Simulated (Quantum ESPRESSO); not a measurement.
# CuPd (Skaergaardite): which magnetic order is lowest, part 2 of 2

A self-consistent run ends on one state, which hangs on the start. Several orders of CuPd (Skaergaardite) are started in Quantum ESPRESSO and their energies compared.

Quantum ESPRESSO 7.5; PBEsol; plane waves with GBRV 1.5 PBEsol potentials, no spin-orbit coupling.

So far: Starting point; Run 1 (ferro ++); Run 2, typed as ferri +−.

The database entry behind the starting cell differs from later determinations by our own check (about 0.35 % long), so it need not match the best structure at ambient conditions.

**4. Start 3: antiferro q=(0,1/2,1/2) +−+−**

The cell is doubled to 4 atoms to hold this order. The wavevector q is in fractions of the reciprocal vectors of the crystal's primitive cell, as the cells of these inputs are built from it; moments change sign between cells as cos(2π q·R).

The input, pw.in:

```
&CONTROL
  calculation = 'scf'
  prefix = 'pwscf'
  outdir = './tmp'
  pseudo_dir = './pseudo'
  disk_io = 'nowf'
/
&SYSTEM
  ibrav = 0
  celldm(1) = 8
  nat = 4
  ntyp = 4
  ecutwfc = 40
  ecutrho = 280
  nbnd = 45
  occupations = 'smearing'
  smearing = 'fd'
  degauss = 0.00734986
  nspin = 2
  starting_magnetization(1) = 0.0263
  starting_magnetization(2) = -0.0263
  starting_magnetization(3) = 0.0375
  starting_magnetization(4) = -0.0375
/
&ELECTRONS
  conv_thr = 8d-09
  electron_maxstep = 150
  mixing_beta = 0.3
/
ATOMIC_SPECIES
Cu1    63.5460 cu_pbesol_v1.2.uspp.F.UPF
Cu2    63.5460 cu_pbesol_v1.2.uspp.F.UPF
Pd1   106.4200 pd_pbesol_v1.4.uspp.F.UPF
Pd2   106.4200 pd_pbesol_v1.4.uspp.F.UPF
CELL_PARAMETERS alat
   0.7058127075477    0.0000000000000    0.0000000000000
   0.0000000000000    1.4116254150955    0.0000000000000
   0.0000000000000    0.7058127075477    0.7058127075477
ATOMIC_POSITIONS crystal
Cu1     0.0000000000    0.0000000000    0.0000000000
Cu2     0.0000000000    0.5000000000    0.0000000000
Pd1     0.5000000000    0.0000000000    0.5000000000
Pd2     0.5000000000    0.5000000000    0.5000000000
K_POINTS automatic
12 6 12 0 0 0
```

Started as:

```bash
$ OMP_NUM_THREADS=1 mpirun -n 4 pw.x -nk 4 -in pw.in > pw.out
```

What it wrote:

```text
     [... lines left out ...]
Program PWSCF v.7.5 starts
     [... lines left out ...]
     number of atoms/cell      =            4
     [... lines left out ...]
     number of electrons       =        70.00
     number of Kohn-Sham states=           45
     kinetic-energy cutoff     =      40.0000  Ry
     charge density cutoff     =     280.0000  Ry
     scf convergence threshold =      8.0E-09
     [... lines left out ...]
      8 Sym. Ops., with inversion, found
     [... lines left out ...]
     number of k points=   175  Fermi-Dirac smearing, width (Ry)=  0.0073
     [... lines left out ...]
     iteration # 15     ecut=    40.00 Ry     beta= 0.30
     [... lines left out ...]
     Magnetic moment per site  (integrated on atomic sphere of radius R)
     atom   1 (R=0.252)  charge= 17.8560  magn=  0.0000
     atom   2 (R=0.252)  charge= 17.8560  magn= -0.0000
     atom   3 (R=0.252)  charge= 14.0360  magn= -0.0000
     atom   4 (R=0.252)  charge= 14.0360  magn=  0.0000
     [... lines left out ...]
     the Fermi energy is    16.9514 ev
!    total energy              =   -1204.33735575 Ry
     estimated scf accuracy    <          4.6E-09 Ry
     smearing contrib. (-TS)   =      -0.00700752 Ry
     [... lines left out ...]
     total magnetization       =    -0.00 Bohr mag/cell
     absolute magnetization    =     0.00 Bohr mag/cell
     convergence has been achieved in  15 iterations
```

It took 2.9 min on 4 MPI ranks of Intel Xeon at 2.70GHz, shared host; peak memory 0.78 GiB.

The spin moment in the atom's sphere vanishes on all atoms.

Read from the output:

```
smearing term TS       : 0.09534 eV
magnetization          : 0 μB
absolute magnetization : 0 μB
final state            : non-magnetic
```

**5. Start 4: antiferro q=(1/2,1/2,1/2) +−+−**

This order needs a doubled cell of 4 atoms.

Edit pw.in of step 4 so:

```diff
@@ -35,11 +35,11 @@
 CELL_PARAMETERS alat
-   0.7058127075477    0.0000000000000    0.0000000000000
-   0.0000000000000    1.4116254150955    0.0000000000000
-   0.0000000000000    0.7058127075477    0.7058127075477
+   1.4116254150955    0.0000000000000    0.0000000000000
+   0.7058127075477    0.7058127075477    0.0000000000000
+   0.7058127075477    0.0000000000000    0.7058127075477
 ATOMIC_POSITIONS crystal
 Cu1     0.0000000000    0.0000000000    0.0000000000
-Cu2     0.0000000000    0.5000000000    0.0000000000
-Pd1     0.5000000000    0.0000000000    0.5000000000
-Pd2     0.5000000000    0.5000000000    0.5000000000
+Cu2     0.5000000000    0.0000000000    0.0000000000
+Pd1     0.7500000000    0.5000000000    0.5000000000
+Pd2     0.2500000000    0.5000000000    0.5000000000
 K_POINTS automatic
-12 6 12 0 0 0
+6 12 12 0 0 0
```

What it wrote:

```text
     [... lines left out ...]
Program PWSCF v.7.5 starts
     [... lines left out ...]
     number of atoms/cell      =            4
     [... lines left out ...]
     number of electrons       =        70.00
     number of Kohn-Sham states=           45
     kinetic-energy cutoff     =      40.0000  Ry
     charge density cutoff     =     280.0000  Ry
     scf convergence threshold =      8.0E-09
     [... lines left out ...]
     24 Sym. Ops. (no inversion) found
     [... lines left out ...]
     number of k points=    44  Fermi-Dirac smearing, width (Ry)=  0.0073
     [... lines left out ...]
     iteration # 15     ecut=    40.00 Ry     beta= 0.30
     [... lines left out ...]
     Magnetic moment per site  (integrated on atomic sphere of radius R)
     atom   1 (R=0.252)  charge= 17.8558  magn=  0.0000
     atom   2 (R=0.252)  charge= 17.8558  magn= -0.0000
     atom   3 (R=0.252)  charge= 14.0360  magn= -0.0000
     atom   4 (R=0.252)  charge= 14.0361  magn=  0.0000
     [... lines left out ...]
     the Fermi energy is    16.9515 ev
!    total energy              =   -1204.33735558 Ry
     estimated scf accuracy    <          2.1E-09 Ry
     smearing contrib. (-TS)   =      -0.00700756 Ry
     [... lines left out ...]
     total magnetization       =     0.00 Bohr mag/cell
     absolute magnetization    =     0.00 Bohr mag/cell
     convergence has been achieved in  15 iterations
```

It took 67 s on 4 MPI ranks; peak memory 0.53 GiB.

Read from the output:

```
smearing term TS       : 0.09534 eV
magnetization          : 0 μB
absolute magnetization : 0 μB
final state            : non-magnetic
largest moment         : 0 μB
```

**6. Energies of the orders**

An order is kept where moments of 0.15 μB or more survive with the typed signs; meshes match where a doubled cell samples the same k points as the first cell.

Orders:

| start | final state | typed order kept | energy over the lowest (meV a seeded atom) | largest site moment (μB) | net moment (μB a cell of the first run) | mesh matched | CPU time (s) |
| --- | --- | --- | --- | --- | --- | --- | --- |
| ferro ++ | non-magnetic | no | 0 | 0 | 0 | yes | 82.3 |
| ferri +- | non-magnetic | no | 0 | 0 | 0 | yes | 108.9 |
| antiferro q=(0,1/2,1/2) +-+- | non-magnetic | no | 0.002043 | 0 | 0 | yes | 700.8 |
| antiferro q=(1/2,1/2,1/2) +-+- | non-magnetic | no | 0.002629 | 0 | 0 | yes | 265.6 |

**7. Results**

```
lowest state found  : non-magnetic (from ferro ++, ferri +-, antiferro q=(0,1/2,1/2) +-+- and antiferro q=(1/2,1/2,1/2) +-+-)
largest site moment : 0 μB
```

What this shows: The lowest state carries no moment, and no start kept one. This is the lowest of 4 collinear or spinless starts, no proof of the ground state. Energies are free energies at an electronic temperature of 1160 K, which lowers moments and differences where the moments are itinerant.

[Logs and program files are shortened in this print: banners, set-up blocks, solver, clock and traceback lines can be left out without a mark of their own.]

[Logs are printed without paths, hosts, clocks, repeated set-up lines and the standing remarks that a program may print on its own settings, such as how far it seeks lower states.]

[Hosts, paths, dates, database ids (printed as entryN), source tags and the programs' standing remarks are cut or masked in the printed files.]

[Where a cell is said to come from a database of computed structures, the database is the Materials Project.]
